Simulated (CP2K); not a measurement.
Two runs for the N K edge of dimethylamine. Run A: CP2K XAS_TDP, all-electron GAPW, PBEh(45%), aug-cc-pVDZ, TDA, no relativity. Run B differs in one setting.

First lines with a strength over 0.0015. A:

| atom | energy (eV) | states | strength, one atom |
| --- | --- | --- | --- |
| N2 (bonded to 2 C and H) | 397.71 | 1 | 0.0119 |
|  | 398.81 | 1 | 0.0027 |
|  | 399.06 | 1 | 0.0050 |
|  | 399.55 | 1 | 0.0036 |
|  | 399.96 | 1 | 0.0076 |

B:

| atom | energy (eV) | states | strength, one atom |
| --- | --- | --- | --- |
| N2 (bonded to 2 C and H) | 399.86 | 1 | 0.0147 |
|  | 401.12 | 1 | 0.0033 |
|  | 401.37 | 1 | 0.0067 |
|  | 401.88 | 1 | 0.0043 |
|  | 402.29 | 1 | 0.0096 |

Question: Which was it: the functional, the basis, GW2X switched on, scalar relativity switched on?

The functional (functional from PBEh(45%) to BHandHLYP; the lines alone don't name the new value). A functional moves all lines by electronvolts and changes their spacings and strengths. Against PBEh(45%) in aug-cc-pVDZ, the leading line moves by +2.15 eV, to 399.86 eV; the strength of N2's goes from 0.0119 to 0.0147. The next line of N2 over the strength cut lies 1.26 eV higher, against 1.10.

[Hosts, paths, dates, database ids (printed as entryN), source tags and the programs' standing remarks are cut or masked in the printed files.]
